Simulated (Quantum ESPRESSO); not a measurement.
# How volume moves the moments of CoO

How does volume change the magnetic state of CoO?

Main program and level: Quantum ESPRESSO 7.5; PBE; plane waves with GBRV 1.5 PBE potentials, no spin-orbit coupling.

## 1. The structure

It takes space group Fm-3m (No. 225, cubic). Conventional cell: a = 4.263 Å, b = 4.263 Å, c = 4.263 Å, α = 90.00°, β = 90.00°, γ = 90.00°. Nearest to Co lie 6 O at 2.13 Å. O has 6 Co at 2.13 Å nearest. Farther neighbours and most contacts between anions are not listed.

As a file:

```cif
data_structure
_symmetry_space_group_name_H-M 'Fm-3m'
_symmetry_Int_Tables_number 225
_cell_length_a 4.2630
_cell_length_b 4.2630
_cell_length_c 4.2630
_cell_angle_alpha 90.000
_cell_angle_beta 90.000
_cell_angle_gamma 90.000
_cell_volume 77.47
loop_
_atom_site_label
_atom_site_type_symbol
_atom_site_symmetry_multiplicity
_atom_site_Wyckoff_symbol
_atom_site_fract_x
_atom_site_fract_y
_atom_site_fract_z
_atom_site_occupancy
Co1 Co 4 a 0.00000 0.00000 0.00000 1
O1 O 4 b 0.50000 0.00000 0.00000 1
```

The cell comes from the Crystallography Open Database.

## 2. Volume 0.8, ferro +

All lengths scale alike; the factor is that of the volume. Atoms keep their fractional places. Seeded atoms are those given a starting moment.

pw.in reads:

```
&CONTROL
  calculation = 'scf'
  prefix = 'pwscf'
  outdir = './tmp'
  pseudo_dir = './pseudo'
  disk_io = 'nowf'
  tprnfor = .true.
  tstress = .true.
/
&SYSTEM
  ibrav = 0
  celldm(1) = 8
  nat = 2
  ntyp = 2
  ecutwfc = 40
  ecutrho = 280
  nbnd = 20
  occupations = 'smearing'
  smearing = 'fd'
  degauss = 0.00999582
  nspin = 2
  starting_magnetization(1) = 0.1765
  starting_magnetization(2) = 0
/
&ELECTRONS
  conv_thr = 4d-09
  electron_maxstep = 150
  mixing_beta = 0.3
/
ATOMIC_SPECIES
Co     58.9332 co_pbe_v1.2.uspp.F.UPF
O      15.9990 o_pbe_v1.2.uspp.F.UPF
CELL_PARAMETERS alat
   0.0000000000000    0.4674023368262    0.4674023368262
   0.4674023368262    0.0000000000000    0.4674023368262
   0.4674023368262    0.4674023368262    0.0000000000000
ATOMIC_POSITIONS crystal
Co      0.0000000000    0.0000000000    0.0000000000
O       0.5000000000    0.5000000000    0.5000000000
K_POINTS automatic
8 8 8 0 0 0
```

Started as:

```console
> OMP_NUM_THREADS=1 mpirun -n 2 pw.x -nk 2 -in pw.in > pw.out
```

The program printed:

```text
Program PWSCF v.7.5 starts

     Message from routine setup:
     using ibrav=0 with symmetry is DISCOURAGED, use correct ibrav instead

     K-points division:     npool     =       2
     Subspace diagonalization in iterative solution of the eigenvalue problem:

     bravais-lattice index     =            0
     lattice parameter (alat)  =       8.0000  a.u.
     unit-cell volume          =     104.5617 (a.u.)^3
     number of atoms/cell      =            2
     number of atomic types    =            2
     number of electrons       =        23.00
     number of Kohn-Sham states=           20
     kinetic-energy cutoff     =      40.0000  Ry
     charge density cutoff     =     280.0000  Ry
     scf convergence threshold =      4.0E-09
     mixing beta               =       0.3000
     number of iterations used =            8  plain     mixing
     Exchange-correlation= SLA  PW   PBE  PBE
                           (   1   4   3   4   0   0   0)

     celldm(1)=   8.000000  celldm(2)=   0.000000  celldm(3)=   0.000000
     celldm(4)=   0.000000  celldm(5)=   0.000000  celldm(6)=   0.000000

     crystal axes: (cart. coord. in units of alat)
               a(1) = (   0.000000   0.467402   0.467402 )
               a(2) = (   0.467402   0.000000   0.467402 )
               a(3) = (   0.467402   0.467402   0.000000 )

     reciprocal axes: (cart. coord. in units 2 pi/alat)
               b(1) = ( -1.069742  1.069742  1.069742 )
               b(2) = (  1.069742 -1.069742  1.069742 )
               b(3) = (  1.069742  1.069742 -1.069742 )

     PseudoPot. # 1 for Co read from file:
     co_pbe_v1.2.uspp.F.UPF
     Pseudo is Ultrasoft + core correction, Zval = 17.0

     PseudoPot. # 2 for O  read from file:
     o_pbe_v1.2.uspp.F.UPF
     Pseudo is Ultrasoft + core correction, Zval =  6.0

     atomic species   valence    mass     pseudopotential
     Co               17.00    58.93320     Co( 1.00)
     O                 6.00    15.99900     O ( 1.00)

     Starting magnetic structure
     atomic species   magnetization
     Co              0.176
     O               0.000

     48 Sym. Ops., with inversion, found

   Cartesian axes

     site n.     atom                  positions (alat units)
         1        Co     tau(   1) = (   0.0000000   0.0000000   0.0000000  )
         2        O      tau(   2) = (   0.4674023   0.4674023   0.4674023  )

     number of k points=    29  Fermi-Dirac smearing, width (Ry)=  0.0100
                       cart. coord. in units 2pi/alat
        k(    1) = (   0.0000000   0.0000000   0.0000000), wk =   0.0019531
        k(    2) = (   0.1337178   0.1337178  -0.1337178), wk =   0.0156250
        k(    3) = (   0.2674355   0.2674355  -0.2674355), wk =   0.0156250
        k(    4) = (   0.4011533   0.4011533  -0.4011533), wk =   0.0156250
        k(    5) = (  -0.5348711  -0.5348711   0.5348711), wk =   0.0078125
        [... 24 further k-points ...]

     Dense  grid:     8363 G-vectors     FFT dimensions: (  30,  30,  30)

     Smooth grid:     3527 G-vectors     FFT dimensions: (  24,  24,  24)

     Check: negative core charge=   -0.000043
     Generating pointlists ...
     new r_m :   0.1928 (alat units)  1.5424 (a.u.) for type    1
     new r_m :   0.1928 (alat units)  1.5424 (a.u.) for type    2

     Initial potential from superposition of free atoms

     starting charge      22.0000, renormalised to      23.0000
     Starting wfcs are   17 randomized atomic wfcs +    3 random wfcs

     Self-consistent Calculation

     iteration #  1     ecut=    40.00 Ry     beta= 0.30
     Davidson diagonalization with overlap
     ethr =  1.00E-02,  avg # of iterations =  5.0

     total energy              =    -329.06986126 Ry
     estimated scf accuracy    <       5.36260951 Ry

     total magnetization       =     2.87 Bohr mag/cell
     absolute magnetization    =     2.89 Bohr mag/cell

     iteration #  2     ecut=    40.00 Ry     beta= 0.30
     Davidson diagonalization with overlap
     ethr =  1.00E-02,  avg # of iterations =  2.0

     total energy              =    -330.18513745 Ry
     estimated scf accuracy    <       3.05966460 Ry

     total magnetization       =     1.07 Bohr mag/cell
     absolute magnetization    =     1.07 Bohr mag/cell

     [... further iterations left out ...]

     iteration # 14     ecut=    40.00 Ry     beta= 0.30
     Davidson diagonalization with overlap
     ethr =  9.12E-11,  avg # of iterations =  2.0

     total energy              =    -330.68652520 Ry
     estimated scf accuracy    <       0.00000002 Ry

     total magnetization       =     1.80 Bohr mag/cell
     absolute magnetization    =     1.81 Bohr mag/cell

     iteration # 15     ecut=    40.00 Ry     beta= 0.30
     Davidson diagonalization with overlap
     ethr =  9.12E-11,  avg # of iterations =  1.4

     Magnetic moment per site  (integrated on atomic sphere of radius R)
     atom   1 (R=0.193)  charge= 14.4118  magn=  1.5801
     atom   2 (R=0.193)  charge=  5.5514  magn=  0.1293

     End of self-consistent calculation

     [... lines left out ...]
     the Fermi energy is    18.6473 ev

!    total energy              =    -330.68652521 Ry
     estimated scf accuracy    <          3.3E-09 Ry
     smearing contrib. (-TS)   =      -0.01180474 Ry
     internal energy E=F+TS    =    -330.67472047 Ry

     The total energy is F=E-TS. E is the sum of the following terms:
     one-electron contribution =    -157.31355437 Ry
     hartree contribution      =      95.85691288 Ry
     xc contribution           =     -40.24167743 Ry
     ewald contribution        =    -228.97640155 Ry

     total magnetization       =     1.80 Bohr mag/cell
     absolute magnetization    =     1.81 Bohr mag/cell

     convergence has been achieved in  15 iterations

     Forces acting on atoms (cartesian axes, Ry/au):

     atom    1 type  1   force =    -0.00000000   -0.00000000    0.00000000
     atom    2 type  2   force =     0.00000000    0.00000000   -0.00000000

     Total force =     0.000000     Total SCF correction =     0.000000

     Computing stress (Cartesian axis) and pressure

          total   stress  (Ry/bohr**3)                   (kbar)     P=      488.72
   0.00332227   0.00000000   0.00000000          488.72        0.00        0.00
   0.00000000   0.00332227   0.00000000            0.00      488.72        0.00
   0.00000000   0.00000000   0.00332227            0.00        0.00      488.72

=------------------------------------------------------------------------------=
   JOB DONE.
=------------------------------------------------------------------------------=
```

Elapsed: 9.4 s, on 2 MPI ranks of Arm Neoverse V1, shared host; peak memory 0.13 GiB; 19 s of CPU time.

Spin moment in the atom's sphere by atom:

| atom | spin moment in the atom's sphere (μB) |
| --- | --- |
| Co1 | 1.58 |
| O2 | 0.13 |

This step gave:

| Property | Result |
| --- | --- |
| smearing term TS | 0.1606 eV |
| pressure | 48.87 GPa |
| magnetization | 1.802 μB |
| absolute magnetization | 1.815 μB |
| final state | ferromagnetic |

## 3. Volume 0.8, antiferro q=(0,0,1/2) +-

The wavevector q is in fractions of the reciprocal vectors of the crystal's primitive cell, as the cells of these inputs are built from it; moments change sign between cells as cos(2π q·R).

pw.in reads:

```
&CONTROL
  calculation = 'scf'
  prefix = 'pwscf'
  outdir = './tmp'
  pseudo_dir = './pseudo'
  disk_io = 'nowf'
  tprnfor = .true.
  tstress = .true.
/
&SYSTEM
  ibrav = 0
  celldm(1) = 8
  nat = 4
  ntyp = 3
  ecutwfc = 40
  ecutrho = 280
  nbnd = 32
  occupations = 'smearing'
  smearing = 'fd'
  degauss = 0.00999582
  nspin = 2
  starting_magnetization(1) = 0.1765
  starting_magnetization(2) = -0.1765
  starting_magnetization(3) = 0
/
&ELECTRONS
  conv_thr = 8d-09
  electron_maxstep = 150
  mixing_beta = 0.3
/
ATOMIC_SPECIES
Co1    58.9332 co_pbe_v1.2.uspp.F.UPF
Co2    58.9332 co_pbe_v1.2.uspp.F.UPF
O      15.9990 o_pbe_v1.2.uspp.F.UPF
CELL_PARAMETERS alat
   0.0000000000000    0.4674023368262    0.4674023368262
   0.4674023368262    0.0000000000000    0.4674023368262
   0.9348046736525    0.9348046736525    0.0000000000000
ATOMIC_POSITIONS crystal
Co1     0.0000000000    0.0000000000    0.0000000000
Co2     0.0000000000    0.0000000000    0.5000000000
O       0.5000000000    0.5000000000    0.2500000000
O       0.5000000000    0.5000000000    0.7500000000
K_POINTS automatic
8 8 4 0 0 0
```

The program printed:

```text
     [... lines left out ...]
Program PWSCF v.7.5 starts
     [... lines left out ...]
     number of atoms/cell      =            4
     [... lines left out ...]
     number of electrons       =        46.00
     number of Kohn-Sham states=           32
     kinetic-energy cutoff     =      40.0000  Ry
     charge density cutoff     =     280.0000  Ry
     scf convergence threshold =      8.0E-09
     [... lines left out ...]
     12 Sym. Ops., with inversion, found
     [... lines left out ...]
     number of k points=    35  Fermi-Dirac smearing, width (Ry)=  0.0100
     [... lines left out ...]
     iteration # 14     ecut=    40.00 Ry     beta= 0.30
     [... lines left out ...]
     Magnetic moment per site  (integrated on atomic sphere of radius R)
     atom   1 (R=0.193)  charge= 14.3898  magn=  2.1717
     atom   2 (R=0.193)  charge= 14.3898  magn= -2.1717
     atom   3 (R=0.193)  charge=  5.5767  magn= -0.0000
     atom   4 (R=0.193)  charge=  5.5767  magn= -0.0000
     [... lines left out ...]
     the Fermi energy is    18.6044 ev
!    total energy              =    -661.38763970 Ry
     estimated scf accuracy    <          2.3E-09 Ry
     smearing contrib. (-TS)   =      -0.02254049 Ry
     [... lines left out ...]
     total magnetization       =     0.00 Bohr mag/cell
     absolute magnetization    =     4.72 Bohr mag/cell
     convergence has been achieved in  14 iterations
     [... lines left out ...]
     Total force =     0.000000     Total SCF correction =     0.000019
     [... lines left out ...]
          total   stress  (Ry/bohr**3)                   (kbar)     P=      588.32
     [... lines left out ...]
```

The job ended after 33 s (2 MPI ranks; peak memory 0.2 GiB).

Spin moment in the atom's sphere by atom:

| atom | spin moment in the atom's sphere (μB) |
| --- | --- |
| Co1 | 2.17 |
| Co2 | -2.17 |
| O3 | 0.00 |
| O4 | 0.00 |

Read from the output:

```
smearing term TS       : 0.3067 eV
pressure               : 58.83 GPa
magnetization          : 0 μB
absolute magnetization : 4.718 μB
final state            : antiferromagnetic
```

## 4. Volume 0.8, no spin polarisation

pw.in reads:

```
&CONTROL
  calculation = 'scf'
  prefix = 'pwscf'
  outdir = './tmp'
  pseudo_dir = './pseudo'
  disk_io = 'nowf'
  tprnfor = .true.
  tstress = .true.
/
&SYSTEM
  ibrav = 0
  celldm(1) = 8
  nat = 2
  ntyp = 2
  ecutwfc = 40
  ecutrho = 280
  nbnd = 18
  occupations = 'smearing'
  smearing = 'fd'
  degauss = 0.00999582
/
&ELECTRONS
  conv_thr = 4d-09
  electron_maxstep = 150
  mixing_beta = 0.3
/
ATOMIC_SPECIES
Co     58.9332 co_pbe_v1.2.uspp.F.UPF
O      15.9990 o_pbe_v1.2.uspp.F.UPF
CELL_PARAMETERS alat
   0.0000000000000    0.4674023368262    0.4674023368262
   0.4674023368262    0.0000000000000    0.4674023368262
   0.4674023368262    0.4674023368262    0.0000000000000
ATOMIC_POSITIONS crystal
Co      0.0000000000    0.0000000000    0.0000000000
O       0.5000000000    0.5000000000    0.5000000000
K_POINTS automatic
8 8 8 0 0 0
```

The program printed:

```text
     [... lines left out ...]
Program PWSCF v.7.5 starts
     [... lines left out ...]
     number of atoms/cell      =            2
     [... lines left out ...]
     number of electrons       =        23.00
     number of Kohn-Sham states=           18
     kinetic-energy cutoff     =      40.0000  Ry
     charge density cutoff     =     280.0000  Ry
     scf convergence threshold =      4.0E-09
     [... lines left out ...]
     48 Sym. Ops., with inversion, found
     [... lines left out ...]
     number of k points=    29  Fermi-Dirac smearing, width (Ry)=  0.0100
     [... lines left out ...]
     iteration # 11     ecut=    40.00 Ry     beta= 0.30
     [... lines left out ...]
     the Fermi energy is    18.5624 ev
!    total energy              =    -330.68263763 Ry
     estimated scf accuracy    <          1.8E-09 Ry
     smearing contrib. (-TS)   =      -0.00889687 Ry
     [... lines left out ...]
     convergence has been achieved in  11 iterations
     [... lines left out ...]
     Total force =     0.000000     Total SCF correction =     0.000000
     [... lines left out ...]
          total   stress  (Ry/bohr**3)                   (kbar)     P=      329.11
     [... lines left out ...]
```

The job ended after 4.3 s (2 MPI ranks; peak memory 0.13 GiB).

Numbers from this step:

* smearing term TS: 0.1210 eV
* pressure: 32.91 GPa
* final state: non-magnetic (no spin polarisation)

## 5. Volume 1.16, ferro +

Changes to pw.in since step 4:

```diff
@@ -16,3 +16,3 @@
   ecutrho = 280
-  nbnd = 18
+  nbnd = 20
   occupations = 'smearing'
@@ -20,2 +20,5 @@
   degauss = 0.00999582
+  nspin = 2
+  starting_magnetization(1) = 0.1765
+  starting_magnetization(2) = 0
 /
@@ -30,5 +33,5 @@
 CELL_PARAMETERS alat
-   0.0000000000000    0.4674023368262    0.4674023368262
-   0.4674023368262    0.0000000000000    0.4674023368262
-   0.4674023368262    0.4674023368262    0.0000000000000
+   0.0000000000000    0.5290298939315    0.5290298939315
+   0.5290298939315    0.0000000000000    0.5290298939315
+   0.5290298939315    0.5290298939315    0.0000000000000
 ATOMIC_POSITIONS crystal
```

The program printed:

```text
     [... lines left out ...]
Program PWSCF v.7.5 starts
     [... lines left out ...]
     number of atoms/cell      =            2
     [... lines left out ...]
     number of electrons       =        23.00
     number of Kohn-Sham states=           20
     kinetic-energy cutoff     =      40.0000  Ry
     charge density cutoff     =     280.0000  Ry
     scf convergence threshold =      4.0E-09
     [... lines left out ...]
     48 Sym. Ops., with inversion, found
     [... lines left out ...]
     number of k points=    29  Fermi-Dirac smearing, width (Ry)=  0.0100
     [... lines left out ...]
     iteration # 14     ecut=    40.00 Ry     beta= 0.30
     [... lines left out ...]
     Magnetic moment per site  (integrated on atomic sphere of radius R)
     atom   1 (R=0.218)  charge= 14.7597  magn=  2.5760
     atom   2 (R=0.218)  charge=  5.8753  magn=  0.3247
     [... lines left out ...]
     the Fermi energy is    11.1208 ev
!    total energy              =    -330.70652315 Ry
     estimated scf accuracy    <          1.1E-10 Ry
     smearing contrib. (-TS)   =      -0.01412325 Ry
     [... lines left out ...]
     total magnetization       =     2.99 Bohr mag/cell
     absolute magnetization    =     3.01 Bohr mag/cell
     convergence has been achieved in  14 iterations
     [... lines left out ...]
     Total force =     0.000000     Total SCF correction =     0.000000
     [... lines left out ...]
          total   stress  (Ry/bohr**3)                   (kbar)     P=     -201.65
     [... lines left out ...]
```

The job ended after 11 s (2 MPI ranks; peak memory 0.15 GiB; 18 s of CPU time).

This step gave:

```
smearing term TS       : 0.1922 eV
pressure               : -20.16 GPa
magnetization          : 2.988 μB
absolute magnetization : 3.01 μB
final state            : ferromagnetic
largest moment         : 2.576 μB
```

[end of part 1 of 2]

[Logs and program files are shortened in this print: banners, set-up blocks, solver, clock and traceback lines can be left out without a mark of their own.]

[Logs are printed without paths, hosts, clocks, repeated set-up lines and the standing remarks that a program may print on its own settings, such as how far it seeks lower states.]

[Hosts, paths, dates, database ids (printed as entryN), source tags and the programs' standing remarks are cut or masked in the printed files.]

[Where a cell is said to come from a database of computed structures, the database is the Materials Project.]
